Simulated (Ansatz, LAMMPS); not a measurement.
## Li+ BF4- in tetrahydrofuran and fluoroethylene carbonate, from a frame at 300 K (159 atoms): geometry optimisation

Aim: bring Li+ BF4- in tetrahydrofuran and fluoroethylene carbonate, from a frame at 300 K (159 atoms) to a nearby minimum of the energy and see what moves.

Main program and level: Ansatz 0.2.0; Kohn-Sham DFT, PBE+D3(BJ), PAW (set soft_2), plane waves.

This is a report of a sequence of runs, with most program output left out.

### 1. The structure

The cell holds 159 atoms: 41 C, 26 O, 61 H, 23 F, 4 B and 4 Li. Cell: a = 12.315 Å, b = 12.315 Å, c = 12.315 Å, α = 90.0°, β = 90.0°, γ = 90.0°. 5 tetrahydrofuran, 7 fluoroethylene carbonate, 4 Li+, 4 BF4- placed at random, at 1.31 g/cm³; overlaps pushed apart, then 10 ps at 550 K with stiff harmonic cages for PF6 and BF4 with UFF radii; Joung-Cheatham ions (J. Phys. Chem. B 112, 9020 (2008)); MMFF94 bonds, angles, torsions, charges and radii (Halgren, J. Comput. Chem. 17, 490 (1996)) in harmonic and 12-6 forms; charges of ions scaled by 0.8. Snapshot after 30 ps at 300 K and fixed volume.

Before any run, some limits are plain. The network of contacts between molecules at the start is that of the classical potential that made the cell. The density was typed from a rule of thumb and may lie off the real one at this temperature. Sampling is at Γ alone, for a cell whose shortest periodic width is 12 Å.

### 2. Making the structure

A classical potential makes the cell, at a small fraction of what the same run would cost in DFT.

This step: classical MD, stiff harmonic cages for PF6 and BF4 with UFF radii; Joung-Cheatham ions (J. Phys. Chem. B 112, 9020 (2008)); MMFF94 bonds, angles, torsions, charges and radii (Halgren, J. Comput. Chem. 17, 490 (1996)) in harmonic and 12-6 forms; charges of ions scaled by 0.8 (LAMMPS 22 Jul 2025 - Update 4).

The input, in.lmp:

```
# Li+ BF4- in tetrahydrofuran and fluoroethylene carbonate
units real
atom_style full
boundary p p p
bond_style harmonic
angle_style harmonic
dihedral_style opls
improper_style harmonic
special_bonds lj 0 0 0.5 coul 0 0 0.75
read_data data.lmp
neigh_modify delay 0 every 1 check yes one 4000
comm_modify cutoff 12.0
timestep 0.5
thermo_style custom step time temp pe press density
thermo_modify norm yes
# push overlapping molecules apart
pair_style soft 2.6
pair_coeff * * 0.0
variable a equal ramp(1,60)
fix ad all adapt 1 pair soft a * * v_a
velocity all create 550 449285 mom yes dist gaussian
fix lim all nve/limit 0.03
fix lan all langevin 550 550 50 449286 zero yes
thermo 1000
run 3000 post no
unfix ad
pair_style lj/cut/coul/long 9.0
pair_modify mix arithmetic tail yes
pair_coeff 1 1 0.0678 3.3680   # C
pair_coeff 2 2 0.0763 3.0430   # O
pair_coeff 3 3 0.0216 2.5400   # H
pair_coeff 4 4 0.0801 2.5590   # F
pair_coeff 5 5 0.0678 3.4070   # C
pair_coeff 6 6 0.0763 2.9870   # O
# [... 21 lines left out ...]
compute msd all msd com yes
thermo 7500
fix md all nvt temp 300 300 100
run 30000 post no
print "== T300: mean square displacement over the hold $(c_msd[4]:%.2f) A^2"
unfix md
uncompute msd
write_dump all custom T300.dump id type xs ys zs modify sort id
```

The run is started by

```
> lmp -in in.lmp -log none -nocite
```

Wall time 30 s (1 thread of Intel Xeon Platinum 8375C at 2.90GHz (Ice Lake), shared host); peak memory 0.12 GiB.

The input also reads data.lmp (atoms, bonds and types; not printed here).

### 3. Single point at the start

The forces at the start show how far the geometry lies from a minimum of this functional.

The input, input.yaml:

```yaml
crystal:
  lattice:
    - [12.31489, 0.0, 0.0]
    - [0.0, 12.31489, 0.0]
    - [0.0, 0.0, 12.31489]
  atoms:
    - { symbol: C, position: [0.1384, 0.35583, 0.03106] }
    - { symbol: C, position: [0.06818, 0.25791, 0.01921] }
    - { symbol: C, position: [0.14107, 0.16271, 0.03277] }
    - { symbol: O, position: [0.24964, 0.19877, 0.01405] }
    - { symbol: C, position: [0.25125, 0.31388, 0.9945] }
    - { symbol: H, position: [0.14212, 0.38526, 0.11594] }
    - { symbol: H, position: [0.11626, 0.42517, 0.98016] }
    - { symbol: H, position: [0.02967, 0.25549, 0.9385] }
    - { symbol: H, position: [0.0017, 0.2517, 0.08138] }
    - { symbol: H, position: [0.13854, 0.12932, 0.11293] }
    - { symbol: H, position: [0.12421, 0.09762, 0.97565] }
    - { symbol: H, position: [0.31984, 0.35173, 0.04332] }
    - { symbol: H, position: [0.26523, 0.32698, 0.90924] }
    - { symbol: C, position: [0.22417, 0.71736, 0.42602] }
    - { symbol: C, position: [0.24816, 0.77275, 0.31797] }
    - { symbol: C, position: [0.31516, 0.68995, 0.2633] }
    - { symbol: O, position: [0.3882, 0.65129, 0.34344] }
    - { symbol: C, position: [0.32786, 0.65239, 0.4395] }
    - { symbol: H, position: [0.15722, 0.66234, 0.42763] }
    - { symbol: H, position: [0.21468, 0.76111, 0.49586] }
    - { symbol: H, position: [0.2944, 0.8469, 0.33049] }
    - { symbol: H, position: [0.17588, 0.79372, 0.27336] }
    - { symbol: H, position: [0.2664, 0.62072, 0.23308] }
    - { symbol: H, position: [0.36044, 0.72359, 0.20069] }
    - { symbol: H, position: [0.30458, 0.56756, 0.45638] }
    - { symbol: H, position: [0.3872, 0.67226, 0.50545] }
    - { symbol: C, position: [0.80964, 0.16258, 0.29757] }
    - { symbol: C, position: [0.90149, 0.08188, 0.2812] }
    - { symbol: C, position: [0.93601, 0.05364, 0.39374] }
    - { symbol: O, position: [0.84813, 0.0765, 0.46596] }
    - { symbol: C, position: [0.76118, 0.11868, 0.39854] }
    - { symbol: H, position: [0.76227, 0.16806, 0.22579] }
    [... 121 atom lines left out ...]
    - { symbol: F, position: [0.55329, 0.51197, 0.25088] }
    - { symbol: F, position: [0.66047, 0.38269, 0.28555] }
    - { symbol: Li, position: [0.55575, 0.66604, 0.35411] }
    - { symbol: Li, position: [0.8163, 0.99398, 0.58873] }
    - { symbol: Li, position: [0.59691, 0.37818, 0.11605] }
    - { symbol: Li, position: [0.36189, 0.12013, 0.9492] }
kpoints:
  mp_grid: { grid: [1, 1, 1] }
hamiltonian:
  xc: pbe
  dispersion: d3bj
scf:
  occupations: { method: fixed }
output:
  forces: true
  stress: true
  populations: true
  dos:
    method: { smearing: { sigma: 0.1 } }
    de: 0.1
    projected: { site_lists: { B: [B], C: [C], F: [F], H: [H], Li: [Li] } }
  eigenvalues: true
```

The run is started by

```
> ansatz run input.yaml --threads 4 --pin off --max-ram 8192MiB --backend cpu --events-out ev --progress --plain --runs-dir out
```

The job ended after 23 s (4 threads of Intel Xeon Platinum 8375C at 2.90GHz (Ice Lake), shared host; peak memory 2.7 GiB; 82 s of CPU time).

The run gave:

```
free energy                                      : -46060.1812 eV
free energy per atom                             : -289.6867 eV/atom
SCF cycles                                       : 11
pressure                                         : 2.463 GPa
r.m.s. force component                           : 0.9724 eV/Å
longest force                                    : 4.048 eV/Å
Fermi energy                                     : -0.4344 eV
gap (highest filled to lowest empty level) : 3.901 eV
spilling of the projection                       : 0.01141
```

The r.m.s. force component of 0.97 eV/Å and the pressure of 2.5 GPa set the starting point.

Neighbours are counted within 1.34 Å (H-C), 1.85 Å (C-C), 1.73 Å (C-O), 1.62 Å (C-F), 2.48 Å (O-Li), 1.72 Å (F-B), 2.16 Å (F-Li).

Length of the force by element and coordination:

```csv
element,coordination,atoms,mean length of the force (eV/Å),spread,least,most
B,all,4,1.94,0.551,1.04,2.54
C,all,41,2.02,0.961,0.278,4.05
C,3,7,2.53,1.08,1.28,3.81
C,4,34,1.92,0.898,0.278,4.05
F,all,23,1.49,0.721,0.178,2.64
F,1,20,1.47,0.759,0.178,2.64
F,2,3,1.61,0.352,1.24,2.09
H,all,61,0.944,0.599,0.139,3.18
Li,all,4,0.470,0.186,0.298,0.785
Li,3,3,0.495,0.209,0.298,0.785
Li,4,1,0.395,0,0.395,0.395
O,all,26,1.69,0.754,0.443,3.25
O,1,1,1.71,0,1.71,1.71
O,2,21,1.85,0.732,0.443,3.25
O,3,4,0.856,0.256,0.523,1.15
```

### 4. Relaxation

The atoms are relaxed in the fixed cell, aiming at the force tolerance of the input.

input.yaml, the sections that differ from step 3:

```yaml
output:
  forces: true
relax:
  f_tol: 0.05
  max_steps: 200
# crystal, kpoints, hamiltonian, scf: as in step 3
```

Wall time 8.1 min (4 threads); peak memory 2.4 GiB; 30 min of CPU time.

Relaxation path (22 of 55):

```
step  energy less that of the first step (eV)  largest force component (eV/Å)
   1                                   0.0000                          3.6216
   4                                  -7.4925                          0.5642
   6                                  -7.9783                          0.1830
   9                                  -8.2323                          0.4072
  11                                  -8.3289                          0.2582
  14                                  -8.3829                          0.1102
  16                                  -8.4064                          0.2246
  19                                  -8.4404                          0.1934
  22                                  -8.4585                          0.1553
  24                                  -8.4693                          0.0776
  27                                  -8.4844                          0.1017
  29                                  -8.4937                          0.1842
  32                                  -8.5071                          0.2543
  34                                  -8.5161                          0.1929
  37                                  -8.5353                          0.1261
  40                                  -8.5584                          0.2373
  42                                  -8.5727                          0.1480
  45                                  -8.5897                          0.0972
  47                                  -8.6061                          0.1268
  50                                  -8.6235                          0.0434
  52                                  -8.6275                          0.0969
  55                                  -8.6341                          0.0367
```

The atoms that moved most (Å):

```csv
atom,dx,dy,dz,length
H34,0.991,-2.557,0.484,2.784
H37,0.208,-2.584,0.465,2.634
H33,1.854,-1.710,0.104,2.525
H26,0.232,-1.729,-1.620,2.381
H25,0.014,-0.245,-2.300,2.313
H32,1.782,-1.089,-0.216,2.099
H36,-0.883,-1.858,0.310,2.080
C27,1.481,-1.376,-0.101,2.024
```

The relaxation changed the energy by -54.3 meV/atom, and atoms moved by 1.1 Å r.m.s., 2.8 Å at most.

### 5. Distances and neighbours after relaxation

Bonds before and after, by the cutoffs listed below:

| pair | bonds before | bonds after | mean before (Å) | mean after (Å) | spread before (Å) | spread after (Å) |
| --- | --- | --- | --- | --- | --- | --- |
| H-C | 61 | 61 | 1.092 | 1.097 | 0.028 | 0.003 |
| C-C | 22 | 22 | 1.503 | 1.529 | 0.023 | 0.008 |
| C-O | 45 | 45 | 1.373 | 1.376 | 0.073 | 0.083 |
| C-F | 7 | 7 | 1.359 | 1.391 | 0.024 | 0.004 |
| O-Li | 10 | 10 | 1.935 | 1.951 | 0.068 | 0.021 |
| F-B | 16 | 16 | 1.397 | 1.416 | 0.029 | 0.019 |
| F-Li | 6 | 6 | 2.108 | 1.876 | 0.138 | 0.013 |

Density 1.31 g/cm³, 11.75 Å³ an atom.

Pair distribution functions g(r), in bins of 0.2 Å:

| r (Å) | total | H-H | H-C | H-O | H-F | H-B | H-Li |
| --- | --- | --- | --- | --- | --- | --- | --- |
| 1.00 | 2.69 | 0.00 | 13.60 | 0.00 | 0.00 | 0.00 | 0.00 |
| 1.20 | 0.65 | 0.00 | 1.88 | 0.00 | 0.00 | 0.00 | 0.00 |
| 1.40 | 1.82 | 0.00 | 0.00 | 0.00 | 0.00 | 0.00 | 0.00 |
| 1.60 | 0.56 | 0.00 | 0.00 | 0.00 | 0.00 | 0.00 | 0.00 |
| 1.80 | 0.60 | 3.39 | 0.00 | 0.00 | 0.00 | 0.00 | 0.00 |
| 2.00 | 0.81 | 0.00 | 0.00 | 4.46 | 0.91 | 0.00 | 0.00 |
| 2.20 | 1.56 | 0.15 | 5.01 | 0.09 | 0.21 | 0.00 | 0.00 |
| 2.40 | 1.29 | 3.01 | 0.00 | 0.15 | 0.99 | 0.00 | 0.00 |
| 2.60 | 0.30 | 0.59 | 0.08 | 0.27 | 1.43 | 0.00 | 0.00 |
| 2.80 | 0.78 | 1.84 | 0.59 | 1.48 | 1.56 | 0.00 | 0.38 |
| 3.00 | 1.07 | 1.45 | 1.25 | 1.16 | 1.07 | 1.69 | 1.00 |
| 3.20 | 1.01 | 0.73 | 1.22 | 1.41 | 0.97 | 0.57 | 2.39 |
| 3.40 | 0.94 | 0.75 | 1.48 | 0.77 | 0.46 | 0.80 | 0.80 |
| 3.60 | 0.82 | 0.81 | 1.01 | 0.68 | 0.77 | 1.65 | 1.21 |
| 3.80 | 0.81 | 1.24 | 0.84 | 0.39 | 0.56 | 1.88 | 0.42 |
| 4.00 | 0.86 | 1.15 | 0.67 | 0.76 | 0.66 | 1.16 | 0.38 |
| 4.20 | 1.07 | 1.02 | 0.71 | 1.28 | 1.21 | 1.40 | 0.34 |
| 4.40 | 0.98 | 0.92 | 0.84 | 1.06 | 1.03 | 0.46 | 0.93 |
| 4.60 | 1.04 | 0.90 | 1.09 | 0.91 | 1.23 | 0.85 | 1.27 |
| 4.80 | 1.08 | 1.19 | 0.98 | 1.24 | 1.01 | 0.80 | 0.79 |
| 5.00 | 1.04 | 0.91 | 1.07 | 0.96 | 1.02 | 1.21 | 0.61 |
| 5.20 | 1.08 | 1.09 | 1.03 | 0.88 | 1.10 | 1.02 | 1.35 |
| 5.40 | 1.03 | 0.94 | 1.09 | 0.83 | 0.88 | 0.62 | 1.37 |
| 5.60 | 1.08 | 1.09 | 1.01 | 1.02 | 1.06 | 0.97 | 1.36 |
| 5.80 | 0.95 | 0.88 | 1.02 | 0.82 | 0.85 | 1.26 | 1.55 |
| 6.00 | 1.04 | 0.94 | 1.14 | 0.96 | 1.05 | 1.36 | 1.44 |

Bonds by pair of elements; cutoffs follow the first minimum of g(r), held within bounds set by covalent radii, and pairs that aren't listed don't count as bonded:

| pair A-B | cutoff (Å) | bonds | mean length (Å) | spread (Å) | shortest (Å) | B about A | A about B |
| --- | --- | --- | --- | --- | --- | --- | --- |
| H-C | 1.34 | 61 | 1.10 | 0.003 | 1.09 | 1 | 1.49 |
| C-C | 1.85 | 22 | 1.53 | 0.008 | 1.52 | 1.07 | 1.07 |
| C-O | 1.73 | 45 | 1.38 | 0.083 | 1.20 | 1.10 | 1.73 |
| C-F | 1.62 | 7 | 1.39 | 0.004 | 1.38 | 0.171 | 0.304 |
| O-Li | 2.38 | 10 | 1.95 | 0.021 | 1.92 | 0.385 | 2.5 |
| F-B | 1.72 | 16 | 1.42 | 0.019 | 1.39 | 0.696 | 4 |
| F-Li | 2.27 | 6 | 1.88 | 0.013 | 1.86 | 0.261 | 1.5 |

How many atoms have how many bonded neighbours:

| element | mean | 1 | 2 | 3 | 4 |
| --- | --- | --- | --- | --- | --- |
| B | 4 | 0 | 0 | 0 | 4 |
| C | 3.83 | 0 | 0 | 7 | 34 |
| F | 1.26 | 17 | 6 | 0 | 0 |
| H | 1 | 61 | 0 | 0 | 0 |
| Li | 4 | 0 | 0 | 0 | 4 |
| O | 2.12 | 1 | 21 | 4 | 0 |

Bond angles (no mean is given where the spread exceeds 20°):

```csv
angle,count,mean (°),spread (°)
C-C-H,81,112,1.8
H-C-O,41,109,0.7
H-C-H,27,109,1.1
C-C-O,24,104,1.2
F-B-F,24,110,1.5
```

Bond length by coordination (bonds to H left out):

```
element  coordination  atoms  mean bond length (Å)
      C             3      7                  1.30
      C             4     34                  1.49
      F             1     17                  1.40
      F             2      6                  1.66
      O             1      1                  1.20
      O             2     21                  1.45
      O             3      4                  1.61
```

Rings of the network by King's shortest-path rule, up to 12 atoms, one path for each pair of neighbours; H, halogens, alkali and alkaline-earth atoms are left out, and the last column divides by all other atoms, bonded or not:

```csv
ring size (atoms),rings,per network atom
5,12,0.169
```

By these cutoffs all B atoms have 4, 83 % of C atoms have 4, 74 % of F atoms have 1 and all H atoms have 1 bonded neighbour. The C-C-H angle averages 112° with a spread of 1.8°. All rings counted have 5 atoms.

(Continued in part 2 of 2.)

[Logs are printed without paths, hosts, clocks, repeated set-up lines and the standing remarks that a program may print on its own settings, such as how far it seeks lower states.]

[Hosts, paths, dates, database ids (printed as entryN), source tags and the programs' standing remarks are cut or masked in the printed files.]

[The MMFF94 radii named for the starting cell were scaled by 0.96; in molecules described by MMFF94, hydrogen bound to N, O or S took a small fixed 12-6 site in their place.]
